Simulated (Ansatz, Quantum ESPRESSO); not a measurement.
# SiW (Pm-3m): zone-centre phonons, part 2 of 2

Aim: the zone-centre modes of SiW (Pm-3m).

Quantum ESPRESSO 7.5; DFT PBE, scalar-relativistic, plane waves, PseudoDojo norm-conserving pseudopotentials.

So far. Step 5 (Linear response at Γ): The acoustic modes at Γ come out as far as 0.5 cm⁻¹ from zero, where they should vanish, a small numerical error. The relaxed cell has a = 3.058 Å (conventional setting).

The structure was built from a prototype and need not be the compound's stable phase.

## Step 6: Modes with the sum rule

A rigid shift of the crystal must cost nothing, but grids and finite bases break this; the acoustic sum rule is imposed before the matrix is diagonalised again.

Input file dynmat.in:

```
&INPUT
  fildyn = 'g.dyn'
  asr    = 'simple'
  fileig = 'dynmat.eig'
/
```

Command:

```sh
> dynmat.x -in dynmat.in > dynmat.out
```

Numbers of over 12 decimals in the logs are rounded to 6 here.

What it wrote:

```text
[banner, memory and clock lines left out]
Program DYNMAT v.7.5

     Reading Dynamical Matrix from file g.dyn
     ...Force constants read
     ...epsilon and Z* not read (not found on file)
     A direction for q was not specified:TO-LO splitting will be absent

     Polarizability (A^3 units)
     multiply by 1.000000 for Clausius-Mossotti correction
         0.000000    0.000000    0.000000
         0.000000    0.000000    0.000000
         0.000000    0.000000    0.000000

     IR activities are in (D/A)^2/amu units

# mode   [cm-1]    [THz]      IR
    1     -0.00   -0.0000    0.0000
    2     -0.00   -0.0000    0.0000
    3     -0.00   -0.0000    0.0000
    4    269.04    8.0657    0.0000
    5    269.04    8.0657    0.0000
    6    269.04    8.0657    0.0000
```

Elapsed: 0.66 s, on 1 thread of Intel Xeon Platinum 8488C (Sapphire Rapids), shared host.

Unit eigenvectors of the mass-weighted matrix after the sum rule; no LO-TO term. Modes at Γ, with each element's share of the kinetic energy:

```csv
mode,frequency (cm⁻¹),symmetry,Si %,W %
1,0.0,acoustic,13,87
2,0.0,acoustic,13,87
3,0.0,acoustic,13,87
4,269.0,T1u,87,13
5,269.0,T1u,87,13
6,269.0,T1u,87,13
```

Displacements in mode 5 (269.0 cm⁻¹), the largest set to 1:
```
Si1  0.00  0.00  1.00
W2   0.00  0.00 -0.15
```

The rule moves no optical mode by more than 0.1 cm⁻¹.

## Step 7: A second program

A second program on the same cell, potentials, cutoff and meshes tests the implementation of the phonon response, not its convergence. Its k mesh is centred on Γ.

This step: DFT PBE, scalar-relativistic, plane waves, PseudoDojo norm-conserving pseudopotentials (Ansatz 0.2.0).

Input file input.yaml:

```yaml
crystal:
  lattice:
    - [3.0580993612, 0.0, 0.0]
    - [0.0, 3.0580993612, 0.0]
    - [0.0, 0.0, 3.0580993612]
  atoms:
    - { symbol: Si, position: [0.0, 0.0, 0.0] }
    - { symbol: W, position: [0.5, 0.5, 0.5] }
kpoints:
  mp_grid: { grid: [12, 12, 12] }
hamiltonian:
  xc: pbe
  pseudopotentials: { kind: nc, accuracy: standard }
scf:
  occupations: { method: cold, width: 0.27211 }
output:
  eigenvalues: true
basis:
  ecutwfc: 1006.821
phonons:
  method: dfpt
```

Command:

```sh
> ansatz run input.yaml --threads 4 --pin off --max-ram 8192MiB --backend cpu --events-out ev --progress --plain --runs-dir out
```

What it wrote:

```text
Warning: basis.ecutwfc = 1006.821 eV is below the records' recommended 1006.821291 eV, and the density's cutoff is lower with it unless basis.ecutrho_ratio is high enough to keep the records' density cutoff: compare with a run at a higher cutoff
Engine: ansatz 0.2.0, x86_64-unknown-linux-gnu
Pseudopotentials: kind: nc
Pseudopotential: Si, nc, valence charge 4, recommended cutoff 489.804952 eV (normal), Si.nc.azcp (PseudoDojo's, or run here from an input of PseudoDojo's; its table is named by hamiltonian.pseudopotentials.accuracy)
Pseudopotential: W, nc, valence charge 14, recommended cutoff 1006.821291 eV (normal), W.nc.azcp (PseudoDojo's, or run here from an input of PseudoDojo's; its table is named by hamiltonian.pseudopotentials.accuracy)
Functional definition: PBE
  parameter kappa = 0.804
  parameter beta = 0.066725
  exchange = pbe_x(kappa = kappa, mu = beta*pi^2/3)
  correlation = pbe_c(beta = beta)
Crystal: 2 atoms, lattice volume = 28.599 Å³
Basis set: ecut = 1006.821 eV, 2103 PW (Γ), exchange–correlation on 64×64×64 points (8 copies of the dense FFT grid, shifted against one another)
Bands: 13, of which v1, the nominal top of the filled ones, is band 9 counted from 1 (8 counted from 0)
Symmetry: 48 space group operations
k-points: 196 of 1728 (irreducible under 8 space group operations, time reversal used)
Non-local potential: Si, projectors of the file, l = 0: 2, l = 1: 2, l = 2: 2
Non-local potential: W, projectors of the file, l = 0: 2, l = 1: 2, l = 2: 2, l = 3: 2
Initial density: superposition of atomic densities (chi_scale 0.1, normalization cell, long waves kept (reshape's long-wave potential 0.00 eV rms))
Initial wavefunctions: pseudopotential atomic-orbital guess
Functional: x = pbe(κ = 0.804, μ = 0.219515), c = pbe(β = 0.066725)
SCF iter   1: F=—  HF=-2179.196932 eV  |F-HF|=—  |Δ(HF+E_count)|=         —  Δρ=4.94e-2  dr2=9.49e-1  ethr=3.10e-3  ⟨swp⟩=4.7  Hψ=14235  notcnv=0
preconditioner: auto → none  [metal: Δε(μ)=0.041 eV  Ē_g=8.056 eV  σ=0.272 eV  W_gap=0.10  n_scr=6 (ndim 8)  ℏωp=22.0 eV  f_vac=0.000  D(μ)=2.12/eV (n_scr^D=26)  sad-step TF]
SCF iter   2: F=—  HF=-2178.971292 eV  |F-HF|=—  |Δ(HF+E_count)|=   2.26e-1  S|Δr|=    0.00e0  Δρ=2.13e-2  dr2=1.33e-1  ethr=3.10e-3  ⟨swp⟩=2.2  Hψ=4755  notcnv=0  defer=5
SCF iter   3: F=—  HF=-2178.935327 eV  |F-HF|=—  |Δ(HF+E_count)|=   3.60e-2  S|Δr|=    0.00e0  Δρ=6.21e-3  dr2=1.60e-2  ethr=7.42e-4  ⟨swp⟩=2.5  Hψ=4156  notcnv=0  defer=5
SCF iter   4: F=—  HF=-2178.931887 eV  |F-HF|=—  |Δ(HF+E_count)|=   3.44e-3  S|Δr|=    0.00e0  Δρ=1.08e-3  dr2=9.78e-5  ethr=8.89e-5  ⟨swp⟩=2.2  Hψ=3339  notcnv=0  defer=6
SCF iter   5: F=—  HF=-2178.931904 eV  |F-HF|=—  |Δ(HF+E_count)|=   1.75e-5  S|Δr|=    0.00e0  Δρ=7.15e-5  dr2=3.24e-7  ethr=5.44e-7  ⟨swp⟩=2.4  Hψ=4274  notcnv=0  defer=6
SCF iter   6: F=—  HF=-2178.931911 eV  |F-HF|=—  |Δ(HF+E_count)|=   7.09e-6  S|Δr|=    0.00e0  Δρ=1.21e-5  dr2=3.04e-8  ethr=1.80e-9  ⟨swp⟩=2.6  Hψ=4857  notcnv=0  defer=6
SCF iter   7: F=—  HF=-2178.931911 eV  |F-HF|=—  |Δ(HF+E_count)|=   3.43e-9  S|Δr|=    0.00e0  Δρ=1.28e-6  dr2=1.09e-10  ethr=1.69e-10  ⟨swp⟩=2.7  Hψ=4438  notcnv=0  defer=6
SCF iter   8: F=-2178.931911 eV  HF=-2178.931911 eV  |F-HF|=9.09e-13  |Δ(HF+E_count)|=  9.41e-11  S|Δr|=    0.00e0  Δρ=1.18e-7  dr2=7.97e-13  ethr=1.00e-12  ⟨swp⟩=8.3  Hψ=16693  notcnv=0
SCF 1 converged in 8 iterations: F = -2178.931911 eV  dr2 = 7.97e-13
DFPT response loops at Γ: preconditioner auto → Kerker (q_TF=auto, 2.526 Å⁻¹) (partly filled bands, converged f_vac=0.001); β = 1.00, the filter's whole step (`scf.mixing.beta` (0.50) is not read by the response loops under this deck's `scf.mixing.preconditioner`; to damp them name `kerker` or `kerker_dos`, under which they read `scf.mixing.beta`, and type it under 1.00, their step now; both keys bind the ground state too); Broyden in place of MSR1
SCF converged after 8 iterations
Stability not checked: this state was not tested for a lower state beside it, because cold or Methfessel-Paxton smearing, or corrected tetrahedra, fill the levels in a way that the test cannot read (fill_not_monotonic; see scf.lower_state_search)
Free energy (F): -2178.931911 eV
Harris-Foulkes:  -2178.931911 eV  (|F-HF|=9.09e-13)
Internal energy: -2178.912426 eV  (E = F + TS)
E sigma→0 (E₀):  -2178.925416 eV
Entropy (-TS):   -0.019485 eV (-9.743 meV/atom)
Fermi energy:    17.688846 eV
Step filling:    the computed levels leave a gap of 0.0000 eV = 0.0 smearing widths at the electron count; against every level under it full and every level over it empty, smearing changes F+E_penalty+E_count by -11.170 meV and its σ→0 estimate by -4.675 meV
--- Per-component energies (eV) ---
  E_band       = -97.994318
  E_kinetic    = 600.032967
  E_local      = -1327.982587  (includes V_loc(G=0)·N_el)
  E_nonlocal   = 356.333769
  E_hartree    = 315.483489
  E_xc         = -495.164703
  E_vxc        = -357.345435  (∫ρ·V_xc dr)
  E_ewald      = -1627.615361
  E_smearing   = -0.019485  (= −TS)
  E_closure    = -0.000000  (closes the sum)
  Σ components = -2178.931911   (vs F -2178.931911, Δ=0.00e0)
--- Band table (eV; the first three rows and the last of 196) ---
  k-point 0: bands = [... 5 lower, 14.0232, 14.0232, 19.4836, 19.4836, 19.4836, 20.1270, 20.1270, 20.1270]
  k-point 1: bands = [... 5 lower, 13.9961, 14.0881, 18.7035, 18.7035, 19.5167, 19.7670, 20.9747, 20.9747]
  k-point 2: bands = [... 5 lower, 13.7672, 14.2742, 17.7832, 17.7832, 19.2517, 19.6092, 22.1086, 22.1086]
  k-point 195: bands = [... 5 lower, 11.6775, 11.6775, 14.0526, 20.8171, 20.8171, 20.8171, 21.9232, 21.9232]
--- Phonons (Γ-DFPT): 2 representative perturbations + reference, on 196 of 1728 k-points (Σ response iterations 6) ---
  k mesh reduced under 8 symmetry operations, with k and −k counted as one. Each operation leaves every solved perturbation unchanged. A smaller set is not used because it would not reduce the number of displacements times k-points to solve
  ASR residual: 2.191e-4 → 0.000e0 eV/Å²; symmetrization residual: 1.102e-6 eV/Å²
  ASR residual per site (eV/Å²): 1.42e-5 2.19e-4
  Γ frequencies (cm⁻¹): 0.00 0.00 0.00 269.05 269.05 269.05
  non-analytic LO–TO correction: not included (Born effective charges unavailable; polar crystals: no LO–TO splitting at Γ)
```

Run time: 13 s. Hardware: 4 threads; peak memory 1.1 GiB.

Read from the output:

* sum-rule residual before enforcement: 2.19e-4 eV/Å²
* highest optical zone-centre mode (no LO-TO term): 269.1 cm⁻¹
* lowest optical zone-centre mode: 269.1 cm⁻¹

## Step 8: Side by side: QE PseudoDojo and Ansatz, PseudoDojo

Numbers from this step:

| Item | Value |
| --- | --- |
| root-mean-square difference | 0.01 cm⁻¹ |
| largest difference | 0.01 cm⁻¹ |

Frequencies side by side, by row:

```csv
q (reciprocal lattice),mode,QE PseudoDojo (cm⁻¹),"Ansatz, PseudoDojo (cm⁻¹)"
0 0 0,1,0,0
0 0 0,2,0,0
0 0 0,3,0,0
0 0 0,4,269,269.1
0 0 0,5,269,269.1
0 0 0,6,269,269.1
```

At the zone centre the largest difference (acoustic modes at Γ apart) is 0.004 % of the highest mode.

## Step 9: What came out

```yaml
space_group_after_relaxation: Pm-3m
volume_per_atom: 14.3 Å³
highest_optical_zone_centre_mode_no_lo_to_term: 269.0 cm⁻¹
imaginary_optical_modes_at_the_zone_centre_no_q_mesh_in_this_session: none
largest_difference_from_ansatz_pseudodojo: 0.01 cm⁻¹
```

What this shows: At the PBE level the optical modes of SiW (Pm-3m) at the zone centre lie at 269 cm⁻¹. QE PseudoDojo and Ansatz, PseudoDojo agree to 0.01 cm⁻¹ (0.004 % of the highest mode compared) on all solved modes but the acoustic ones at Γ, without the LO-TO term. Left out of this account: LDA with GBRV ultrasoft, since its relaxed cell still carried stress; Wu-Cohen GGA with PseudoDojo NC, since it is gradient-corrected and no frozen-mode check or second program bears its response out; revPBE+D3 with PseudoDojo NC, since it is gradient-corrected and no frozen-mode check or second program bears its response out; vdW-DF-cx with JTH PAW, since it is gradient-corrected and no frozen-mode check or second program bears its response out. What is said of the levels holds for those shown. These are harmonic frequencies at zero temperature: anharmonic shifts and linewidths and thermal expansion are left out. Spin-orbit coupling is left out, which can matter for the heavy elements here. In a metal the frequencies hang on the k mesh and the smearing, most of all near Kohn anomalies. The structure is a hypothetical one, built on a prototype.

[Host names and launcher messages were left out of these logs when they were recorded.]

[Logs are printed without paths, hosts, clocks, repeated set-up lines and the standing remarks that a program may print on its own settings, such as how far it seeks lower states.]

[Hosts, paths, dates, database ids (printed as entryN), source tags and the programs' standing remarks are cut or masked in the printed files.]
